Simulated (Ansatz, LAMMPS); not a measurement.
# Structural relaxation of amorphous 61SiO2-39B2O3 (mol %) (106 atoms), part 2 of 4

Wanted: the relaxed structure of amorphous 61SiO2-39B2O3 (mol %) (106 atoms) and its electronic structure.

Ansatz 0.2.0; Kohn-Sham DFT, PBE, PAW (set soft_2), plane waves.

The cell: 17 Si, 22 B and 67 O. The quench rate of 100 K/ps is many orders above laboratory rates. The network of bonds at the start is that of the classical potential that made the cell. Sampling is at Γ alone, for a cell whose shortest periodic width is 11 Å.

So far. Step 3 (Single point at the start): Neighbours are counted within 1.83 Å (O-B), 2.08 Å (O-Si).

## 4. Cell and atoms relaxed

The cell is relaxed with the atoms, since the starting lattice needn't suit this functional.

input.yaml reads:

```yaml
crystal:
  lattice:
    - [11.3595, 0.0, 0.0]
    - [0.0, 11.3595, 0.0]
    - [0.0, 0.0, 11.3595]
  atoms:
    [... the 106 atom lines of step 3 ...]
kpoints:
  mp_grid: { grid: [1, 1, 1] }
hamiltonian:
  xc: pbe
scf:
  occupations: { method: fermi_dirac, width: 0.025 }
output:
  forces: true
relax:
  f_tol: 0.04
  max_steps: 250
  cell: {}
```

Launch:

```bash
> ansatz run input.yaml --threads 4 --pin off --max-ram 8192MiB --backend cpu --events-out ev --progress --plain --runs-dir out
```

Numbers of over 12 decimals in the logs are rounded to 6 here.

What it wrote:

```text
[...]
Crystal: 106 atoms, lattice volume = 1465.810 Å³
Basis set: ecut = 420 eV, 28545 PW (Γ), exchange–correlation on 160×160×160 points (8 copies of the dense FFT grid, shifted against one another)
Bands: 374, of which v1, the nominal top of the filled ones, is band 268 counted from 1 (267 counted from 0)
Symmetry: 1 space group operations
[...]
k-points: 1
[...]
SCF iter   1: F=—  HF=-52350.837911 eV  |F-HF|=—  |Δ(HF+E_count)|=         —  Δρ=3.11e-3  dr2=1.57e-1  ethr=1.77e-3  ⟨swp⟩=7.0  Hψ=1862  notcnv=0  defer=58
[...]
SCF iter   9: F=-52350.813666 eV  HF=-52350.813666 eV  |F-HF|=1.88e-8  |Δ(HF+E_count)|=   1.18e-7  Δρ=1.15e-6  dr2=2.57e-8  ethr=1.87e-11  ⟨swp⟩=4.0  Hψ=1115  notcnv=0
SCF 1 converged in 9 iterations: F = -52350.813666 eV  dr2 = 2.57e-8
[...]
relax step   1: F+E_penalty+E_count = -52350.81366569 eV  Δ(F+E_penalty+E_count) = +0.000e0 eV  max|allowed force component| = 3.477e0 eV/Å  Δτ_max = 0.0000 Å  P = -5.407 GPa  Ω = 1465.810 Å³  (9 SCF iters, dr2 threshold 1.00e-7 eV, accepted)
[... from here on, the SCF cycles and remarks between the steps are left out ...]
relax step   2: F+E_penalty+E_count = -52353.91920415 eV  Δ(F+E_penalty+E_count) = -3.106e0 eV  max|allowed force component| = 1.439e0 eV/Å  Δτ_max = 0.1828 Å  P = -2.289 GPa  Ω = 1455.515 Å³  energy of the carried Pulay correction = +3.763e-2 eV  (7 SCF iters, dr2 threshold 1.06e-5 eV, accepted)
relax step   3: F+E_penalty+E_count = -52355.07141345 eV  Δ(F+E_penalty+E_count) = -1.152e0 eV  max|allowed force component| = 7.636e-1 eV/Å  Δτ_max = 0.1543 Å  P = +0.682 GPa  Ω = 1434.123 Å³  energy of the carried Pulay correction = +1.167e-1 eV  (7 SCF iters, dr2 threshold 1.06e-5 eV, accepted)
relax step   4: F+E_penalty+E_count = -52355.84473242 eV  Δ(F+E_penalty+E_count) = -7.733e-1 eV  max|allowed force component| = 3.486e-1 eV/Å  Δτ_max = 0.2000 Å  P = +0.044 GPa  Ω = 1424.324 Å³  energy of the carried Pulay correction = +1.533e-1 eV  (7 SCF iters, dr2 threshold 1.06e-5 eV, accepted)
relax step   5: F+E_penalty+E_count = -52356.03822938 eV  Δ(F+E_penalty+E_count) = -1.935e-1 eV  max|allowed force component| = 2.979e-1 eV/Å  Δτ_max = 0.2000 Å  P = -0.384 GPa  Ω = 1437.585 Å³  energy of the carried Pulay correction = +1.038e-1 eV  (7 SCF iters, dr2 threshold 7.60e-6 eV, accepted)
relax step   6: F+E_penalty+E_count = -52356.20547578 eV  Δ(F+E_penalty+E_count) = -1.672e-1 eV  max|allowed force component| = 4.372e-1 eV/Å  Δτ_max = 0.2000 Å  P = +0.019 GPa  Ω = 1434.949 Å³  energy of the carried Pulay correction = +1.136e-1 eV  (7 SCF iters, dr2 threshold 5.55e-6 eV, accepted)
relax step   7: F+E_penalty+E_count = -52356.33474357 eV  Δ(F+E_penalty+E_count) = -1.293e-1 eV  max|allowed force component| = 3.993e-1 eV/Å  Δτ_max = 0.2000 Å  P = -0.041 GPa  Ω = 1435.154 Å³  energy of the carried Pulay correction = +1.129e-1 eV  (7 SCF iters, dr2 threshold 1.06e-5 eV, accepted)
relax step   8: F+E_penalty+E_count = -52356.36340322 eV  Δ(F+E_penalty+E_count) = -2.866e-2 eV  max|allowed force component| = 5.383e-1 eV/Å  Δτ_max = 0.1423 Å  P = -0.693 GPa  Ω = 1436.683 Å³  energy of the carried Pulay correction = +1.072e-1 eV  (7 SCF iters, dr2 threshold 9.96e-6 eV, accepted)
relax step   9: F+E_penalty+E_count = -52356.60914022 eV  Δ(F+E_penalty+E_count) = -2.457e-1 eV  max|allowed force component| = 2.520e-1 eV/Å  Δτ_max = 0.2000 Å  P = +0.007 GPa  Ω = 1434.719 Å³  energy of the carried Pulay correction = +1.145e-1 eV  (7 SCF iters, dr2 threshold 1.06e-5 eV, accepted)
relax step  10: F+E_penalty+E_count = -52356.67276138 eV  Δ(F+E_penalty+E_count) = -6.362e-2 eV  max|allowed force component| = 6.889e-1 eV/Å  Δτ_max = 0.1948 Å  P = -0.459 GPa  Ω = 1434.239 Å³  energy of the carried Pulay correction = +1.163e-1 eV  (7 SCF iters, dr2 threshold 3.97e-6 eV, accepted)
relax step  11: F+E_penalty+E_count = -52356.84620121 eV  Δ(F+E_penalty+E_count) = -1.734e-1 eV  max|allowed force component| = 3.103e-1 eV/Å  Δτ_max = 0.2000 Å  P = -0.105 GPa  Ω = 1429.794 Å³  energy of the carried Pulay correction = +1.328e-1 eV  (7 SCF iters, dr2 threshold 1.06e-5 eV, accepted)
relax step  12: F+E_penalty+E_count = -52356.96222319 eV  Δ(F+E_penalty+E_count) = -1.160e-1 eV  max|allowed force component| = 2.318e-1 eV/Å  Δτ_max = 0.2000 Å  P = -0.107 GPa  Ω = 1426.586 Å³  energy of the carried Pulay correction = +1.448e-1 eV  (7 SCF iters, dr2 threshold 6.02e-6 eV, accepted)
relax step  13: F+E_penalty+E_count = -52357.07228560 eV  Δ(F+E_penalty+E_count) = -1.101e-1 eV  max|allowed force component| = 2.429e-1 eV/Å  Δτ_max = 0.2000 Å  P = -0.143 GPa  Ω = 1423.813 Å³  energy of the carried Pulay correction = +1.552e-1 eV  (7 SCF iters, dr2 threshold 3.36e-6 eV, accepted)
relax step  14: F+E_penalty+E_count = -52357.19903062 eV  Δ(F+E_penalty+E_count) = -1.267e-1 eV  max|allowed force component| = 2.151e-1 eV/Å  Δτ_max = 0.2000 Å  P = -0.044 GPa  Ω = 1421.529 Å³  energy of the carried Pulay correction = +1.638e-1 eV  (7 SCF iters, dr2 threshold 3.69e-6 eV, accepted)
[...]
relax step  37: F+E_penalty+E_count = -52357.87181704 eV  Δ(F+E_penalty+E_count) = -6.099e-3 eV  max|allowed force component| = 7.385e-2 eV/Å  Δτ_max = 0.1000 Å  P = -0.005 GPa  Ω = 1422.975 Å³  energy of the carried Pulay correction = +1.584e-1 eV  (7 SCF iters, dr2 threshold 2.38e-7 eV, accepted)
relax step  38: F+E_penalty+E_count = -52357.87344940 eV  Δ(F+E_penalty+E_count) = -1.632e-3 eV  max|allowed force component| = 8.612e-2 eV/Å  Δτ_max = 0.0489 Å  P = -0.077 GPa  Ω = 1422.772 Å³  energy of the carried Pulay correction = +1.591e-1 eV  (7 SCF iters, dr2 threshold 3.41e-7 eV, accepted)
relax step  39: F+E_penalty+E_count = -52357.87736233 eV  Δ(F+E_penalty+E_count) = -3.913e-3 eV  max|allowed force component| = 1.086e-1 eV/Å  Δτ_max = 0.0189 Å  P = -0.012 GPa  Ω = 1422.250 Å³  energy of the carried Pulay correction = +1.611e-1 eV  (6 SCF iters, dr2 threshold 4.63e-7 eV, accepted)
relax step  40: F+E_penalty+E_count = -52357.87731245 eV  Δ(F+E_penalty+E_count) = +4.988e-5 eV  max|allowed force component| = 2.261e-2 eV/Å  Δτ_max = 0.0366 Å  P = -0.020 GPa  Ω = 1423.028 Å³  energy of the carried Pulay correction = +1.582e-1 eV  (7 SCF iters, dr2 threshold 7.37e-7 eV, accepted)
relax step  41: F+E_penalty+E_count = -52358.06168527 eV  Δ(F+E_penalty+E_count) = -1.844e-1 eV  max|allowed force component| = 2.341e-2 eV/Å  Δτ_max = 0.0000 Å  P = +0.085 GPa  Ω = 1423.028 Å³  stress off target by 7.12e-1 GPa  SCF on the basis re-selected at this cell (its energy is not comparable with the rows above)  (8 SCF iters)
relax step  42: F+E_penalty+E_count = -52357.99524506 eV  Δ(F+E_penalty+E_count) = +6.644e-2 eV  max|allowed force component| = 6.455e-1 eV/Å  Δτ_max = 0.2000 Å  P = -0.036 GPa  Ω = 1430.164 Å³  energy of the carried Pulay correction = -2.500e-2 eV  (8 SCF iters, dr2 threshold 1.27e-6 eV, rejected (line search))
relax step  43: F+E_penalty+E_count = -52358.09807091 eV  Δ(F+E_penalty+E_count) = -3.639e-2 eV  max|allowed force component| = 1.267e-1 eV/Å  Δτ_max = 0.0693 Å  P = +0.047 GPa  Ω = 1426.678 Å³  energy of the carried Pulay correction = -1.279e-2 eV  (11 SCF iters, accepted)
relax step  44: F+E_penalty+E_count = -52358.09457865 eV  Δ(F+E_penalty+E_count) = +3.492e-3 eV  max|allowed force component| = 1.204e-1 eV/Å  Δτ_max = 0.1000 Å  P = -0.064 GPa  Ω = 1427.839 Å³  energy of the carried Pulay correction = -1.682e-2 eV  (7 SCF iters, dr2 threshold 1.00e-6 eV, accepted)
relax step  45: F+E_penalty+E_count = -52358.10635433 eV  Δ(F+E_penalty+E_count) = -1.178e-2 eV  max|allowed force component| = 9.544e-2 eV/Å  Δτ_max = 0.0569 Å  P = +0.018 GPa  Ω = 1426.592 Å³  energy of the carried Pulay correction = -1.243e-2 eV  (7 SCF iters, dr2 threshold 9.06e-7 eV, accepted)
relax step  46: F+E_penalty+E_count = -52358.10818697 eV  Δ(F+E_penalty+E_count) = -1.833e-3 eV  max|allowed force component| = 2.984e-2 eV/Å  Δτ_max = 0.0402 Å  P = +0.007 GPa  Ω = 1426.831 Å³  energy of the carried Pulay correction = -1.327e-2 eV  (7 SCF iters, dr2 threshold 5.69e-7 eV, accepted)
relax step  47: F+E_penalty+E_count = -52358.13120654 eV  Δ(F+E_penalty+E_count) = -2.302e-2 eV  max|allowed force component| = 2.943e-2 eV/Å  Δτ_max = 0.0000 Å  P = +0.033 GPa  Ω = 1426.831 Å³  stress off target by 1.40e-1 GPa  SCF on the basis re-selected at this cell (its energy is not comparable with the rows above)  (6 SCF iters)
relax step  48: F+E_penalty+E_count = -52358.13101261 eV  Δ(F+E_penalty+E_count) = +1.939e-4 eV  max|allowed force component| = 1.690e-2 eV/Å  Δτ_max = 0.0202 Å  P = +0.005 GPa  Ω = 1427.707 Å³  energy of the carried Pulay correction = -3.054e-3 eV  (7 SCF iters, dr2 threshold 4.91e-8 eV, accepted)
relax step  49: F+E_penalty+E_count = -52358.13231389 eV  Δ(F+E_penalty+E_count) = -1.301e-3 eV  max|allowed force component| = 1.685e-2 eV/Å  Δτ_max = 0.0000 Å  P = +0.006 GPa  Ω = 1427.707 Å³  stress off target by 2.72e-2 GPa  SCF on the basis re-selected at this cell (its energy is not comparable with the rows above)  (5 SCF iters)
[...]
SCF converged after 5 iterations
Free energy (F): -52358.132314 eV
[...]
Internal energy: -52358.132314 eV  (E = F + TS)
E sigma→0 (E₀):  -52358.132314 eV
Fermi energy:    3.726278 eV
[...]
--- Forces (eV/Å), atoms counted from 1 ---
  atom   1  Si    -0.00125098     0.00162612    -0.00467262
  atom   2  Si     0.00208915     0.00251136    -0.00026288
  atom   3  Si     0.00239388     0.00577853     0.00642067
  atom   4  Si    -0.00133427    -0.00270223     0.00016396
  atom   5  Si    -0.00363813     0.00032057     0.00048570
  atom   6  Si     0.00368124    -0.01137356    -0.00513521
  atom   7  Si    -0.00212752     0.00067471    -0.00135419
  atom   8  Si    -0.00263119    -0.00302630     0.00827306
  atom   9  Si     0.00112585    -0.00682449     0.00546585
  atom  10  Si    -0.00980663    -0.01148115    -0.00140184
  atom  11  Si     0.00106184    -0.00772184     0.00368009
  atom  12  Si    -0.00382890     0.00160858    -0.01125552
  atom  13  Si    -0.00227305    -0.00549751     0.00529363
  atom  14  Si     0.00024908    -0.00359659     0.01056114
[...]
atom 105  O     -0.00313658    -0.00406410    -0.00177610
  atom 106  O     -0.00060136    -0.00012543    -0.00211167
  max |Σ_I F_I| component: 6.60e-5 eV/Å
--- Stress (GPa, compression-positive) ---
        0.007998       0.011929      -0.008007
        0.011933       0.008684      -0.010923
       -0.008022      -0.010928       0.001009
  P = ⅓ Tr σ = 0.0059 GPa (0.059 kbar)
--- Relaxed structure (46 steps of the walk, 42 accepted, 3 SCFs on fresh bases) ---
  F+E_penalty+E_count = -52358.13231389 eV   max|allowed force component| = 1.685e-2 eV/Å   (the final SCF, on the basis selected at the relaxed cell)
  cell:  # Å, volume = 1427.7069 Å³
    - [10.977756, 0.355518, -0.561426]
    - [0.355518, 11.886505, -0.350296]
    - [-0.561426, -0.350296, 10.989970]
  atoms:
    - { symbol: Si, position: [0.016706, 0.935612, 0.323372] }
    - { symbol: Si, position: [0.066991, 0.685228, 0.345025] }
    - { symbol: Si, position: [0.973942, 0.506156, 0.511571] }
    - { symbol: Si, position: [0.271863, 0.359896, 0.753912] }
[...]
- { symbol: O, position: [0.895197, 1.006259, 0.362004] }
```

Elapsed: 15 min, on 4 threads of Arm Neoverse V1, shared host; peak memory 1.8 GiB.

Step by step (22 of 49):

```tsv
step	energy less that of the first step (eV)	largest force component (eV/Å)	pressure (GPa)	volume (Å³)
1	0.0000	3.4775	-5.41	1465.81
3	-4.2577	0.7636	0.68	1434.12
6	-5.3918	0.4372	0.02	1434.95
8	-5.5497	0.5383	-0.69	1436.68
10	-5.8591	0.6889	-0.46	1434.24
12	-6.1486	0.2318	-0.11	1426.59
15	-6.3975	1.0744	-0.64	1417.60
17	-6.5119	0.2002	-0.11	1418.52
19	-6.6644	0.1946	0.05	1409.87
22	-6.7243	0.3242	-0.15	1407.23
24	-6.7423	0.3344	-0.14	1409.41
26	-6.7445	0.4394	-0.31	1418.78
28	-6.7817	1.2656	-0.41	1420.20
31	-6.9188	0.4845	-0.14	1418.61
33	-7.0020	0.1967	-0.02	1421.89
35	-7.0268	0.3470	-0.22	1423.97
38	-7.0598	0.0861	-0.08	1422.77
40	-7.0636	0.0226	-0.02	1423.03
42	-7.1816	0.6455	-0.04	1430.16
44	-7.2809	0.1204	-0.06	1427.84
47*	-7.3175	0.0294	0.03	1426.83
49*	-7.3186	0.0169	0.01	1427.71
```

Relaxation steps marked * repeat the geometry before them on a plane-wave basis chosen anew for their cell, so energy and pressure can jump there. Other such steps can lie between the rows shown. Relaxation steps 15, 28, 35, 42 were tried and not accepted.

```tsv
cell as run	before	after	change
a (Å)	11.360	10.998	-3.2 %
b (Å)	11.360	11.897	+4.7 %
c (Å)	11.360	11.010	-3.1 %
α (°)	90.00	93.59	+4.0 %
β (°)	90.00	95.91	+6.6 %
γ (°)	90.00	86.35	-4.1 %
volume (Å³/atom)	13.83	13.47	-2.6 %
```

The atoms that moved most (Å, as changes of fractional coordinates times the final cell):

```tsv
atom	dx	dy	dz	length
O47	-0.839	-0.461	-1.918	2.143
B22	-0.633	-0.256	-1.935	2.052
O103	0.218	1.211	-1.240	1.747
O90	-0.316	-0.311	-1.573	1.634
O42	-0.353	0.218	-1.061	1.139
O68	0.669	0.172	-0.860	1.103
O83	0.886	0.310	0.563	1.094
O54	-0.474	0.608	0.640	1.002
```

The relaxation changed the energy by -69.0 meV/atom, and atoms moved by 0.67 Å r.m.s., 2.1 Å at most.

## 5. Distances and neighbours after relaxation

Bonds before and after, by the cutoffs listed below:

```tsv
pair	bonds before	bonds after	mean before (Å)	mean after (Å)	spread before (Å)	spread after (Å)
O-B	67	66	1.402	1.375	0.024	0.008
O-Si	68	68	1.638	1.630	0.017	0.012
```

Density 2.08 g/cm³, 13.47 Å³ an atom.

g(r), total and by pair (bins of 0.2 Å):

```tsv
r (Å)	total	O-O	O-B	O-Si	B-B	B-Si	Si-Si
1.30	3.53	0.00	13.45	0.00	0.00	0.00	0.00
1.50	0.00	0.00	0.00	0.00	0.00	0.00	0.00
1.70	2.60	0.00	0.00	12.80	0.00	0.00	0.00
1.90	0.00	0.00	0.00	0.00	0.00	0.00	0.00
2.10	0.00	0.00	0.00	0.00	0.00	0.00	0.00
2.30	0.96	2.40	0.00	0.00	0.00	0.00	0.00
2.50	0.64	1.17	0.06	0.00	3.32	0.23	0.00
2.70	1.53	2.97	0.00	0.00	2.36	3.64	0.00
2.90	0.43	0.40	0.22	0.11	0.00	2.58	0.92
3.10	0.76	0.60	1.16	0.36	0.47	0.17	4.51
3.30	0.82	0.51	1.48	0.69	1.07	0.13	1.51
3.50	0.90	0.80	1.19	1.16	0.18	0.36	0.00
3.70	1.19	0.85	1.96	1.39	0.68	0.34	0.00
3.90	1.27	0.89	1.56	2.03	1.24	0.49	0.27
4.10	0.92	0.68	0.94	1.51	1.14	0.44	0.69
4.30	1.07	1.00	0.78	1.19	1.27	2.04	1.47
4.50	0.95	1.17	0.74	0.66	0.93	1.50	0.38
4.70	1.19	1.52	0.88	0.72	1.49	1.73	0.89
4.90	1.10	1.32	0.83	0.72	0.97	1.90	1.49
5.10	1.09	1.14	0.93	1.09	1.00	1.22	1.67
5.30	0.94	0.96	0.91	0.96	0.67	1.14	0.55
```

Bonds by pair of elements; cutoffs follow the first minimum of g(r), held within bounds set by covalent radii, and pairs that aren't listed don't count as bonded:

```tsv
pair A-B	cutoff (Å)	bonds	mean length (Å)	spread (Å)	shortest (Å)	B about A	A about B
O-B	1.77	66	1.38	0.008	1.36	0.985	3
O-Si	2.02	68	1.63	0.012	1.61	1.01	4
```

How many atoms have how many bonded neighbours:

```tsv
element	mean	2	3	4
B	3	0	22	0
O	2	67	0	0
Si	4	0	0	17
```

Bond angles, per cent of each kind in bins of 5°:

```tsv
angle (°)	O-Si-O	O-B-O	B-O-Si	Si-O-Si	B-O-B
100–105	7.8	0.0	0.0	0.0	0.0
105–110	49.0	0.0	0.0	0.0	0.0
110–115	37.3	1.5	0.0	0.0	0.0
115–120	5.9	48.5	2.9	0.0	0.0
120–125	0.0	47.0	5.9	5.9	6.2
125–130	0.0	3.0	14.7	0.0	6.2
130–135	0.0	0.0	14.7	5.9	25.0
135–140	0.0	0.0	26.5	23.5	18.8
140–145	0.0	0.0	11.8	5.9	12.5
145–150	0.0	0.0	2.9	17.6	25.0
150–155	0.0	0.0	11.8	5.9	0.0
155–160	0.0	0.0	5.9	5.9	6.2
160–165	0.0	0.0	0.0	17.6	0.0
165–170	0.0	0.0	0.0	11.8	0.0
170–175	0.0	0.0	2.9	0.0	0.0
```

Bond angles (no mean is given where the spread exceeds 20°):

```tsv
angle	count	mean (°)	spread (°)
O-Si-O	102	110	3.3
O-B-O	66	120	2.3
B-O-Si	34	139	11.5
Si-O-Si	17	148	12.7
B-O-B	16	140	9
```

Oxygen atoms by the number of network formers (Si, P, Ge, B, Al, As, Ga) bound to them:

```tsv
network formers bound to O	O atoms	per cent
0	0	0
1	0	0
2	67	100
```

Network units: each former by its oxygen neighbours and how many of them bridge to another former:

```tsv
former	O neighbours	bridging O	atoms
Si	4	4	17
B	3	3	22
```

Rings of the network by King's shortest-path rule, up to 12 atoms, one path for each pair of neighbours; H, halogens, alkali and alkaline-earth atoms are left out, and the last column divides by all other atoms, bonded or not:

```tsv
ring size (atoms)	rings	per network atom
8	2	0.019
10	3	0.028
12	5	0.047
```

Counting bonds as in the table, all B atoms have 3, all O atoms have 2 and all Si atoms have 4 bonded neighbours. The O-Si-O angle averages 110° with a spread of 3°. 100 % of the oxygens bridge two formers (Si and B) and 0 % are non-bridging. The commonest B unit has 3 oxygens, 3 of them shared with other formers (22 of 22 atoms). Rings of 12 atoms are the most common (50 % of those counted); sizes run from 8 to 12, where the search stops.

(Part 2 of 4 ends here.)

[Logs are printed without paths, hosts, clocks, repeated set-up lines and the standing remarks that a program may print on its own settings, such as how far it seeks lower states.]

[Hosts, paths, dates, database ids (printed as entryN), source tags and the programs' standing remarks are cut or masked in the printed files.]
